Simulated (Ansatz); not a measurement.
# Quasi-harmonic thermodynamics of GaAs (F-43m), part 2 of 4

How much does GaAs expand with temperature?

Measurements to reproduce:
- volume expansion coefficient 16.2 1e-6/K, heat capacity C_P per formula unit 46.8 J/mol/K and bulk modulus 74.8 GPa near room temperature (given in “High-Throughput Prediction of Finite-Temperature Properties using the Quasi-Harmonic Approximation”, 2016, arXiv:1603.06924)

Ansatz 0.2.0; DFT LDA, scalar-relativistic, plane waves, PAW.

So far. Step 2 (Probe on a coarse mesh): The start is under -1.9 GPa at this level and looks like an insulator or semiconductor on this mesh. Step 4 (Relaxing to small residual forces and stress): The residual pressure is 0.0036 GPa, small enough for phonons. The relaxed cell has a = 5.603 Å (conventional setting).

### 5. Phonons on strained cells, cutoff 487.2 eV, k-mesh 12×12×12

The study relaxes the crystal at several strains, solves the phonons on some of them and minimises the free energy at each temperature (static energy, vibrations, the electrons in a metal, and PV under a set pressure); the q-mesh sets how far the force constants reach.

The input, input.yaml:

```yaml
crystal:
  lattice:
    - [0.0, 2.8015748695, 2.8015748695]
    - [2.8015748695, 0.0, 2.8015748695]
    - [2.8015748695, 2.8015748695, 0.0]
  atoms:
    - { symbol: Ga, position: [0.0, 0.0, 0.0] }
    - { symbol: As, position: [0.25, 0.25, 0.25] }
kpoints:
  mp_grid: { grid: [12, 12, 12] }
hamiltonian:
  xc: lda
scf:
  occupations: { method: fixed }
  lower_state_search: "off"
output:
  eigenvalues: true
phonons:
  method: dfpt
  qmesh: [2, 2, 2]
  temperatures: { t_max: 800.0, t_step: 50 }
  thermal_expansion: {}
```

Command:

```bash
> ansatz run input.yaml --threads 8 --pin off --max-ram 16384MiB --backend cpu --events-out ev --progress --plain --runs-dir out
```

Numbers of over 12 decimals in the logs are rounded to 6 here.

What it wrote:

```text
Warning: phonons: the dynamical matrix that this run interpolates holds no multipole term above the dipole-dipole one, and a site of this crystal is no centre of inversion, so its interpolated transverse optical and acoustic branches and sound speeds can stay off near Gamma, and the density of states and the thermodynamics with them. What a run solves at a wave vector of phonons.qpoints, Gamma apart, where the deck admits one, is free of this, and under fd what a larger phonons.supercell samples
[...]
Crystal: 2 atoms, lattice volume = 43.978 Å³
Basis set: ecut = 487.2 eV, 1067 PW (Γ), exchange–correlation on 60×60×60 points (8 copies of the dense FFT grid, shifted against one another)
Bands: 18, of which v1, the nominal top of the filled ones, is band 14 counted from 1 (13 counted from 0)
Symmetry: 24 space group operations
[...]
k-points: 72 of 1728 (time reversal used)
[...]
SCF iter   1: F=—  HF=-8481.302177 eV  |F-HF|=—  |Δ(HF+E_count)|=         —  Δρ=5.15e-3  dr2=7.67e-3  ethr=1.77e-3  ⟨swp⟩=4.8  Hψ=5404  notcnv=0  defer=130
[...]
SCF iter   8: F=-8481.298850 eV  HF=-8481.298850 eV  |F-HF|=1.82e-11  |Δ(HF+E_count)|=  1.46e-11  Δρ=1.97e-7  dr2=9.08e-12  ethr=1.00e-12  ⟨swp⟩=5.4  Hψ=7654  notcnv=0
SCF 1 converged in 8 iterations: F = -8481.298850 eV  dr2 = 9.08e-12
[...]
relax step   1: F+E_penalty+E_count = -8481.29885028 eV  Δ(F+E_penalty+E_count) = +0.000e0 eV  max|allowed force component| = 9.252e-17 eV/Å  Δτ_max = 0.0000 Å  (8 SCF iters, accepted)
SCF converged after 8 iterations
Free energy (F): -8481.298850 eV
[...]
Internal energy: -8481.298850 eV  (E = F + TS)
E sigma→0 (E₀):  -8481.298850 eV
Fermi energy:    8.239243 eV
[...]
--- Stress (GPa, compression-positive) ---
        0.002186       0.000000      -0.000000
       -0.000000       0.002186       0.000000
       -0.000000       0.000000       0.002186
  P = ⅓ Tr σ = 0.0022 GPa (0.022 kbar)
--- Band table (eV; the first three rows and the last of 72) ---
  k-point 0: bands = [... 10 lower, -4.7393, 8.2392, 8.2392, 8.2392, 8.7266, 11.9348, 11.9348, 11.9348]
  k-point 1: bands = [... 10 lower, -4.6543, 6.9862, 8.1200, 8.1200, 9.5855, 12.0886, 12.1099, 12.1099]
  k-point 2: bands = [... 10 lower, -4.4068, 5.4507, 7.8412, 7.8412, 9.8353, 12.4991, 12.4991, 12.8995]
  k-point 71: bands = [... 10 lower, -2.0650, 1.4380, 4.5563, 4.7471, 12.8927, 12.9013, 13.6279, 14.2081]
── thermal expansion: 3 new cells, 3 in all ──
thermal expansion: relaxation of cell 2
thermal expansion: relaxation of cell 3
── thermal expansion: 2 new cells, 5 in all ──
thermal expansion: relaxation of cell 4
thermal expansion: electrons of cell 4
thermal expansion: phonons of cell 4
thermal expansion: relaxation of cell 5
thermal expansion: electrons of cell 1
thermal expansion: electrons of cell 2
thermal expansion: electrons of cell 3
thermal expansion: electrons of cell 5
thermal expansion: phonons of cell 5
── thermal expansion: 5 new cells, 10 in all ──
thermal expansion: relaxation of cell 6
thermal expansion: relaxation of cell 7
thermal expansion: relaxation of cell 8
thermal expansion: relaxation of cell 9
thermal expansion: relaxation of cell 10
thermal expansion: electrons of cell 6
thermal expansion: electrons of cell 7
thermal expansion: electrons of cell 8
thermal expansion: electrons of cell 9
thermal expansion: electrons of cell 10
thermal expansion: phonons of cell 6
thermal expansion: phonons of cell 7
WARN: thermal expansion: narrow_supercell: the supercell is narrow for a crystal that has a band gap and may be polar, so the expansion can be far off: type phonons.supercell or phonons.qmesh [3, 3, 3] or more in a new run
--- Relaxed structure (1 steps of the walk, 1 accepted, 0 SCFs on fresh bases) ---
  F+E_penalty+E_count = -8481.29885028 eV   max|allowed force component| = 9.252e-17 eV/Å
  atoms:
    - { symbol: Ga, position: [0.0, 0.0, 0.0] }
    - { symbol: As, position: [0.25, 0.25, 0.25] }
--- Thermal expansion: 10 cells in 3 rounds, 0 GPa ---
  no lower state was looked for at cell 4: scf.lower_state_search: off
  without vibrations: a 3.96206, b 3.96206, c 3.96206 Å, V 43.9794 Å³, B 74.25 GPa
  at 0 K: a 3.96678, b 3.96678, c 3.96678 Å, V 44.1366 Å³, B 73.29 GPa
  zero-point expansion: a +0.119, b +0.119, c +0.119, V +0.357 %
      T/K        a/Å        b/Å        c/Å       V/Å³ | expansion of a, b, c, V (1e-6/K)   | that of V in the mean from 25 °C | C_P, C_V (J/mol K of the cell) | B_T, B_S (GPa)
     0.00    3.96678    3.96678    3.96678    44.1366 |    0.00    0.00    0.00    0.00 |    6.69 |     0.000     0.000 |    73.29    73.29
   100.00    3.96663    3.96663    3.96663    44.1315 |    1.08    1.08    1.08    3.23 |   10.64 |    29.127    29.124 |    72.91    72.91
   200.00    3.96771    3.96771    3.96771    44.1677 |    3.85    3.85    3.85   11.56 |   13.14 |    42.533    42.481 |    71.99    72.08
   298.15    3.96942    3.96942    3.96942    44.2247 |    4.78    4.78    4.78   14.33 |       - |    46.412    46.296 |    71.00    71.18
   350.00    3.97043    3.97043    3.97043    44.2586 |    5.04    5.04    5.04   15.13 |   14.76 |    47.389    47.238 |    70.47    70.69
   450.00    3.97251    3.97251    3.97251    44.3281 |    5.39    5.39    5.39   16.17 |   15.39 |    48.477    48.259 |    69.44    69.75
   550.00    3.97470    3.97470    3.97470    44.4015 |    5.64    5.64    5.64   16.91 |   15.87 |    49.079    48.791 |    68.41    68.81
   650.00    3.97698    3.97698    3.97698    44.4781 |    5.84    5.84    5.84   17.52 |   16.28 |    49.463    49.103 |    67.38    67.87
   750.00    3.97934    3.97934    3.97934    44.5573 |    6.02    6.02    6.02   18.07 |   16.64 |    49.738    49.302 |    66.36    66.94
   800.00    3.98055    3.98055    3.98055    44.5978 |    6.11    6.11    6.11   18.33 |   16.81 |    49.852    49.377 |    65.85    66.48
  the static fit leaves 0.000 meV an atom of the energies and, of the stresses, 0.000 GPa of each cell's largest along a strain (root mean squares over the cells), whose Pulay part it has at -0.012 GPa
  vibrations' free energy: its fit passes through its cells
  the electrons' free energy at temperature is in it; its fit leaves 0.0001 meV an atom at the most
  free energies summed between the sampled wave vectors
  estimated error of the fitted expansion in any direction: up to 0.025e-6/K, at 800 K, with few degrees of freedom (an estimate, not a bound: it was exceeded on models of known expansion)
  by sums over the sampled wave vectors an expansion of the volume parts by up to 4.66e-6/K
  by a static energy of one degree less an expansion of the volume parts by up to 0.01e-6/K
  band gaps on the cells' k-points are 0.250 to 0.715 eV
  narrow_supercell: the supercell is narrow for a crystal that has a band gap and may be polar, so the expansion can be far off: type phonons.supercell or phonons.qmesh [3, 3, 3] or more in a new run
```

The job ended after 3.6 min (8 threads of Arm Neoverse V2, shared host; peak memory 1.6 GiB).

This step gave:

```
pressure                                         : 0.002186 GPa
gap on the k-mesh                                : 0.4873 eV
volume expansion coefficient at 298 K            : 14.34 1e-6/K
C_P at 298 K                                     : 23.21 J/mol-atom/K
entropy at 298 K                                 : 33.04 J/mol-atom/K
isothermal bulk modulus at 298 K                 : 71.00 GPa
Grüneisen parameter at 298 K                     : 0.5855
volume at 298 K                                  : 22.11 Å³/atom
principal linear expansion coefficients at 298 K : 4.778, 4.778, 4.778 1e-6/K
```

Strained cells of the study; zero-point energy where phonons were solved; the pressures are stresses at a fixed cutoff and can carry an offset from the finite basis. Expansion cells, by row:

```
cell  |a| (Å)  |b| (Å)  |c| (Å)  V (Å³/atom)  E - E_lowest (meV/atom)  pressure, compression positive (GPa)  gap (eV)  zero-point energy (meV/atom)
   1    3.962    3.962    3.962        21.99                        0                                 -0.01    0.4873                             -
   2    3.994    3.994    3.994        22.52                    2.844                                -1.689    0.3076                             -
   3    3.931    3.931    3.931        21.47                    2.981                                 1.866    0.6702                             -
   4    3.962    3.962    3.962           22                        0                                -0.031    0.4852                         33.85
   5    3.982    3.982    3.982        22.33                    1.165                                -1.102    0.3723                          33.3
   6    3.972    3.972    3.972        22.15                    0.265                                 -0.54    0.4324                         33.59
   7     3.99     3.99     3.99        22.46                    2.247                                 -1.51    0.3275                         33.09
   8    3.923    3.923    3.923        21.35                    4.605                                 2.348    0.7145                             -
   9    3.943    3.943    3.943        21.67                    1.117                                 1.118    0.5993                             -
  10    4.004    4.004    4.004         22.7                    4.969                                -2.196    0.2496                             -
```

Quasi-harmonic; a, b, c are the run's own cell vectors. Expansion, by row:

```
T (K)  a (Å)  b (Å)  c (Å)  alpha (deg)  beta (deg)  gamma (deg)  cell volume (Å³/cell)  alpha_a (1e-6/K)  alpha_b (1e-6/K)  alpha_c (1e-6/K)  alpha_V (1e-6/K)  C_P (J/mol-atom/K)  C_V (J/mol-atom/K)  S (J/mol-atom/K)  B_T (GPa)  B_S (GPa)  Grueneisen  extrapolation  fit error (1e-6/K)
    0  3.967  3.967  3.967           60          60           60                  44.14                 0                 0                 0                 0                   0                   0                 0      73.29      73.29           -              0                   0
   50  3.967  3.967  3.967           60          60           60                  44.13             -1.11             -1.11             -1.11             -3.32               6.954               6.954             4.174      73.21      73.22      -0.465              0                   0
  100  3.967  3.967  3.967           60          60           60                  44.13              1.08              1.08              1.08              3.23               14.56               14.56             11.46      72.91      72.91       0.215              0                   0
  150  3.967  3.967  3.967           60          60           60                  44.15              2.87              2.87              2.87               8.6               19.01                  19             18.31      72.47      72.51       0.436              0                   0
  200  3.968  3.968  3.968           60          60           60                  44.17              3.85              3.85              3.85             11.56               21.27               21.24             24.12      71.99      72.08       0.521              0                0.01
  250  3.969  3.969  3.969           60          60           60                   44.2              4.42              4.42              4.42             13.27                22.5               22.45             29.01      71.49      71.62       0.562              0                0.01
298.1  3.969  3.969  3.969           60          60           60                  44.22              4.78              4.78              4.78             14.33               23.21               23.15             33.04         71      71.18       0.586              0                0.01
  300  3.969  3.969  3.969           60          60           60                  44.23              4.79              4.79              4.79             14.37               23.23               23.17             33.18      70.98      71.16       0.586              0                0.01
  350   3.97   3.97   3.97           60          60           60                  44.26              5.04              5.04              5.04             15.13               23.69               23.62              36.8      70.47      70.69       0.602              0                0.02
  400  3.971  3.971  3.971           60          60           60                  44.29              5.24              5.24              5.24             15.71               24.01               23.92             39.99      69.95      70.22       0.613              0                0.02
  450  3.973  3.973  3.973           60          60           60                  44.33              5.39              5.39              5.39             16.17               24.24               24.13             42.83      69.44      69.75       0.621              0                0.02
  500  3.974  3.974  3.974           60          60           60                  44.36              5.52              5.52              5.52             16.56               24.41               24.28             45.39      68.92      69.28       0.628              0                0.02
  550  3.975  3.975  3.975           60          60           60                   44.4              5.64              5.64              5.64             16.91               24.54                24.4             47.73      68.41      68.81       0.634              0                0.02
  600  3.976  3.976  3.976           60          60           60                  44.44              5.74              5.74              5.74             17.22               24.64               24.48             49.87      67.89      68.34       0.639              0                0.01
  650  3.977  3.977  3.977           60          60           60                  44.48              5.84              5.84              5.84             17.52               24.73               24.55             51.84      67.38      67.87       0.644              0                0.01
  700  3.978  3.978  3.978           60          60           60                  44.52              5.93              5.93              5.93              17.8                24.8               24.61             53.68      66.87      67.41       0.648              0                0.01
  750  3.979  3.979  3.979           60          60           60                  44.56              6.02              6.02              6.02             18.07               24.87               24.65             55.39      66.36      66.94       0.653              0                0.02
  800  3.981  3.981  3.981           60          60           60                   44.6              6.11              6.11              6.11             18.33               24.93               24.69                57      65.85      66.48       0.657              0                0.03
```

The expansion coefficient by temperature; values in 1e-6/K:

```
temperature (K)  volume  principal 1
              0       0            0
             50   -3.32        -1.11
            100    3.23         1.08
            150     8.6         2.87
            200    11.6         3.85
            250    13.3         4.42
            298    14.3         4.78
            300    14.4         4.79
            350    15.1         5.04
            400    15.7         5.24
            450    16.2         5.39
            500    16.6         5.52
            550    16.9         5.64
            600    17.2         5.74
            650    17.5         5.84
            700    17.8         5.93
            750    18.1         6.02
            800    18.3         6.11
```

At 298 K the volume expansion is 14.3 × 10⁻⁶/K and B_T is 71.0 GPa. The log warns that this q-mesh is too narrow, so the figure can be far off. The program raised the cutoff to 487.2 eV by itself: with no cutoff typed, the study takes about 1.16 times the default for its relaxations and scales it with the volume for the phonons.

(Continued in part 3 of 4.)

[Logs are printed without paths, hosts, clocks, repeated set-up lines and the standing remarks that a program may print on its own settings, such as how far it seeks lower states.]

[Hosts, paths, dates, database ids (printed as entryN), source tags and the programs' standing remarks are cut or masked in the printed files.]

[A step with changed settings may run another functional than the one named; its input shows which.]
